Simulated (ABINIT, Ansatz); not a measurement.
Entries from a set of simulations; values are calculated unless marked as measured.

```
A GW chain in ABINIT: BAs (F-43m)
1.0
     0.00000    2.38850    2.38850
     2.38850    0.00000    2.38850
     2.38850    2.38850    0.00000
B As
1 1
Direct
  0.00000 0.00000 0.00000
  0.25000 0.25000 0.25000
# method: RPA screening on PBE, plane waves, norm-conserving pseudopotentials (and 2 further levels or steps)
# program: ABINIT 10.8.3
# settings: cutoff 44 Ha, PseudoDojo scalar-relativistic 0.4 stringent, norm-conserving, ngkpt (6, 6, 6), nband 162, ecuteps 8.8 Ha, inclvkb 2, shiftk (0, 0, 0), symchi 1, awtr 1, frequency ppm, 6×6×6 k-mesh
# cost: 5 runs, 4.4 min in all on 8 MPI ranks of Intel Xeon Platinum 8488C (Sapphire Rapids), shared host
# notes: The cell and positions come from the Crystallography Open Database and are kept as given unless a step says otherwise. Limits: no spin-orbit coupling.
# PBE gap: 1.21 eV, indirect
# G0W0 gap on the mesh: 1.92 eV
# G0W0 gap over the zone (rigid shift): 1.83 eV
# GW settings: 6×6×6 mesh, 162 bands, screening to 239.5 eV, Godby-Needs plasmon pole
# known limits: short of the basis limit; no spin-orbit coupling
```

[Long decimals in the printed logs are rounded to 6 places.]

[Logs are printed without paths, hosts, clocks, repeated set-up lines and the standing remarks that a program may print on its own settings, such as how far it seeks lower states.]

[Paths, hosts, dates, memory and timing lines, banners, echoed tables and standing remarks are left out of the program output; an Ansatz launch command may be rebuilt from the run's recorded settings. Measured values are a selection of at most five: reports struck by readers or far from the other reports are left out. None is set beside runs whose start may be inverted or whose files or cutoffs have a known fault.]

[Runs of the session that timed out or met a known fault of the program may be left out.]

[Hosts, paths, dates, database ids (printed as entryN), source tags and the programs' standing remarks are cut or masked in the printed files.]

[G0W0 gaps are taken among the corrected bands and points alone; a level outside them can change the order at an edge.]

[Where Ansatz stands beside ABINIT at settings called matched, ABINIT's density can come from a denser mesh and the files from another edition; pairs whose starting gaps differed by over 0.03 eV were left out, so agreement reads better than it is.]
